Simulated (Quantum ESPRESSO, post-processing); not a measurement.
# Ir(100), 5 layers: cutoff convergence, part 4 of 4

Aim: how far one choice must go before the vacuum level and the energy of Ir(100), 5 layers stand still, and what it costs.

Quantum ESPRESSO 7.5; plane-wave DFT, PBE, GBRV ultrasoft pseudopotentials.

So far. Step 8 (Ground state: ecutwfc 18 Ry, ecutrho 90 Ry): Counted from each run's own zero (the Fermi level), the vacuum level differs from the first run's by +247 meV. Step 9 (Self-consistent run: ecutwfc 40 Ry, ecutrho 160 Ry): Counted from each run's own zero (the Fermi level), the vacuum level differs from the first run's by -5 meV.

## (10) SCF with pw.x: ecutwfc 40 Ry, ecutrho 320 Ry

c8.in

```
&control
  prefix = 'c8'
  outdir = './out'
  pseudo_dir = './pseudo'
  calculation = 'scf'
  tprnfor = .true.
/
&system
  ibrav = 0
  nat = 5
  ntyp = 1
  ecutwfc = 40
  ecutrho = 320
  occupations = 'smearing'
  smearing = 'mv'
  degauss = 0.02
  assume_isolated = 'esm'
  esm_bc = 'bc1'
/
&electrons
  conv_thr = 1e-07
  mixing_beta = 0.4
  electron_maxstep = 120
  mixing_mode = 'local-TF'
/
ATOMIC_SPECIES
  Ir  192.2170  ir_pbe_v1.2.uspp.F.UPF
CELL_PARAMETERS angstrom
  2.71529003975634 0.00000000000000 0.00000000000000
  0.00000000000000 2.71529003975634 0.00000000000000
  0.00000000000000 0.00000000000000 23.68000000000000
ATOMIC_POSITIONS crystal
  Ir  0.000000000000 0.000000000000 -0.162162162162
  Ir  0.500000000000 0.500000000000 -0.081081081081
  Ir  0.000000000000 0.000000000000 0.000000000000
  Ir  0.500000000000 0.500000000000 0.081081081081
  Ir  0.000000000000 0.000000000000 0.162162162162
K_POINTS automatic
  10 10 1 0 0 0
```

The run is started by

```bash
> OMP_NUM_THREADS=1 mpirun -n 4 pw.x -nk 4 -in c8.in > c8.out
```

Output:

```text
[banner, memory and clock lines left out]
Program PWSCF v.7.5 starts
[...]
Message from routine setup:
[...]
number of electrons       =        75.00
     number of Kohn-Sham states=           46
     kinetic-energy cutoff     =      40.0000  Ry
     charge density cutoff     =     320.0000  Ry
[...]
number of k points=    21  Marzari-Vanderbilt smearing, width (Ry)=  0.0200
[...]
Dense  grid:   114095 G-vectors     FFT dimensions: (  30,  30, 256)
[...]
negative rho (up, down):  1.891E+00 0.000E+00
     Starting wfcs are   60 randomized atomic wfcs
[...]
negative rho (up, down):  1.730E+00 0.000E+00
[...]
estimated scf accuracy    <       7.11655100 Ry
[...]
negative rho (up, down):  1.572E+00 0.000E+00
[...]
estimated scf accuracy    <       2.40170240 Ry
[...]
negative rho (up, down):  1.556E+00 0.000E+00
[...]
estimated scf accuracy    <       0.29202490 Ry
[...]
negative rho (up, down):  1.617E+00 0.000E+00
[...]
estimated scf accuracy    <       0.07532213 Ry
[...]
negative rho (up, down):  1.700E+00 0.000E+00
[...]
estimated scf accuracy    <       0.02972042 Ry
[...]
negative rho (up, down):  1.663E+00 0.000E+00
[...]
estimated scf accuracy    <       0.08234658 Ry
[...]
negative rho (up, down):  1.664E+00 0.000E+00
[...]
estimated scf accuracy    <       0.00962422 Ry
[...]
negative rho (up, down):  1.655E+00 0.000E+00
[...]
estimated scf accuracy    <       0.01027201 Ry
[...]
negative rho (up, down):  1.635E+00 0.000E+00
[...]
estimated scf accuracy    <       0.02846271 Ry
[...]
negative rho (up, down):  1.607E+00 0.000E+00
[...]
estimated scf accuracy    <       0.04374077 Ry
[...]
negative rho (up, down):  1.603E+00 0.000E+00
[...]
estimated scf accuracy    <       0.04752114 Ry
[...]
negative rho (up, down):  1.603E+00 0.000E+00
[...]
estimated scf accuracy    <       0.03111845 Ry
[...]
negative rho (up, down):  1.609E+00 0.000E+00
[...]
estimated scf accuracy    <       0.00570300 Ry
[...]
negative rho (up, down):  1.610E+00 0.000E+00
[...]
estimated scf accuracy    <       0.00013315 Ry
[...]
negative rho (up, down):  1.610E+00 0.000E+00
[...]
estimated scf accuracy    <       0.00010798 Ry
[...]
negative rho (up, down):  1.610E+00 0.000E+00
[...]
estimated scf accuracy    <       0.00006952 Ry
[...]
negative rho (up, down):  1.608E+00 0.000E+00
[...]
estimated scf accuracy    <       0.00006702 Ry
[...]
negative rho (up, down):  1.607E+00 0.000E+00
[...]
estimated scf accuracy    <       0.00007499 Ry
[...]
negative rho (up, down):  1.608E+00 0.000E+00
[...]
estimated scf accuracy    <       0.00001032 Ry
[...]
negative rho (up, down):  1.608E+00 0.000E+00
[...]
estimated scf accuracy    <       0.00001167 Ry
[...]
negative rho (up, down):  1.608E+00 0.000E+00
[...]
estimated scf accuracy    <       0.00001352 Ry
[...]
negative rho (up, down):  1.608E+00 0.000E+00
[...]
estimated scf accuracy    <       0.00000898 Ry
[...]
negative rho (up, down):  1.608E+00 0.000E+00
[...]
estimated scf accuracy    <       0.00000281 Ry
[...]
negative rho (up, down):  1.608E+00 0.000E+00
[...]
estimated scf accuracy    <       0.00000079 Ry
[...]
negative rho (up, down):  1.608E+00 0.000E+00
[...]
estimated scf accuracy    <       0.00000052 Ry
[...]
negative rho (up, down):  1.608E+00 0.000E+00
[...]
estimated scf accuracy    <       0.00000019 Ry
[...]
negative rho (up, down):  1.608E+00 0.000E+00
[...]
the Fermi energy is    -5.5386 ev
!    total energy              =    -908.69907091 Ry
     estimated scf accuracy    <       0.00000001 Ry
     smearing contrib. (-TS)   =       0.00193287 Ry
     internal energy E=F+TS    =    -908.70100379 Ry
[...]
one-electron contribution =   16034.83964138 Ry
     hartree contribution      =   -8029.38897721 Ry
     xc contribution           =    -251.77863292 Ry
     ewald contribution        =   -8662.37303503 Ry
     convergence has been achieved in  27 iterations
     negative rho (up, down):  1.608E+00 0.000E+00
[...]
Total force =     0.075595     Total SCF correction =     0.000485
[...]
```

The job ended after 95 s (4 MPI ranks of Arm Neoverse V2, shared host; peak memory 0.88 GiB; 6.3 min of CPU time).

This step gave:

| Item | Value |
| --- | --- |
| free energy | -12363.4807 eV |
| Fermi energy | -5.539 eV |
| vacuum line at the lower end of the cell, over the Fermi level | 5.539 eV |
| vacuum line at the upper end of the cell, over the Fermi level | 5.539 eV |

The program's own clock; routines nest. Time by routine:

```
     routine  wall time (s)  calls
       PWSCF          94.15      1
   electrons          92.01      1
     c_bands          68.98     27
     cegterg          59.27    162
       h_psi          38.58   1232
        fftw          31.22  50466
    vloc_psi             30   1232
    sum_band          10.41     27
     mix_rho            6.9     27
      calbec           5.73   1418
h_psi:calbec            4.2   1232
  add_vuspsi           4.19   1232
       s_psi           4.13   1232
        ffts           4.05   3215
```

Counted from each run's own zero (the Fermi level), the vacuum level differs from the first run's by -1 meV.

## (11) The series side by side

All levels:

```
                        level  vacuum level over the Fermi level (eV)  its change from the first (meV)  energy from the first (meV an atom)  SCF iterations  wall time (s)  peak memory (GiB)  CPU time (s)
ecutwfc 60 Ry, ecutrho 300 Ry                                    5.54                                0                                    0              36          223.3               0.98         892.5
ecutwfc 50 Ry, ecutrho 250 Ry                                   5.536                           -3.889                                20.34              32          147.7               0.79         590.3
ecutwfc 40 Ry, ecutrho 200 Ry                                   5.537                           -2.892                                32.36              22          78.27               0.61         312.6
ecutwfc 34 Ry, ecutrho 170 Ry                                   5.534                           -6.001                                77.55              25          51.91                0.4         207.2
ecutwfc 28 Ry, ecutrho 140 Ry                                   5.526                           -13.56                                116.9              26          45.06               0.42         179.9
ecutwfc 22 Ry, ecutrho 110 Ry                                   5.568                            28.13                                553.8              19          20.97               0.34         83.46
 ecutwfc 18 Ry, ecutrho 90 Ry                                   5.787                            246.8                                 4266              23          18.51               0.31         73.69
ecutwfc 40 Ry, ecutrho 160 Ry                                   5.535                           -4.989                                32.25              34          114.3               0.45         456.9
ecutwfc 40 Ry, ecutrho 320 Ry                                   5.539                           -1.389                                32.05              27           94.7               0.88         378.1
```

## (12) Outcome

```yaml
vacuum_level_over_the_fermi_level_ecutwfc_60_ry_ecutrho_300_ry: 5.540 eV
cheapest_step_of_the_main_series_that_with_all_steps_before_it_keeps_the_vacuum_level_within_20_mev_of_the_first: ecutwfc 28 Ry, ecutrho 140 Ry: -14 meV, 3 min of CPU time against 15 min
setting_with_the_largest_shift_of_the_level: ecutwfc 18 Ry, ecutrho 90 Ry: +247 meV
```

The cheapest step of the main series that, with all steps before it, keeps the vacuum level within 20 meV of the first is ecutwfc 28 Ry, ecutrho 140 Ry: -14 meV, 3 min of CPU time against 15 min. Over the series the energy moves by up to 4266 meV an atom and the vacuum level by up to 247 meV. At the customary cutoff (third row) the total energy is still 32 meV an atom off while the level is within 3 meV. The times come from a shared host and are rough. Peak memory is sampled during the run and can miss the peak. The geometry is as built, not relaxed.

[Logs are printed without paths, hosts, clocks, repeated set-up lines and the standing remarks that a program may print on its own settings, such as how far it seeks lower states.]

[Hosts, paths, dates, database ids (printed as entryN), source tags and the programs' standing remarks are cut or masked in the printed files.]

[Maps of the electrostatic potential energy from Ansatz leave out the sawtooth potential of an applied field or a dipole correction, so their vacuum need not be flat; planar profiles and work functions include it.]
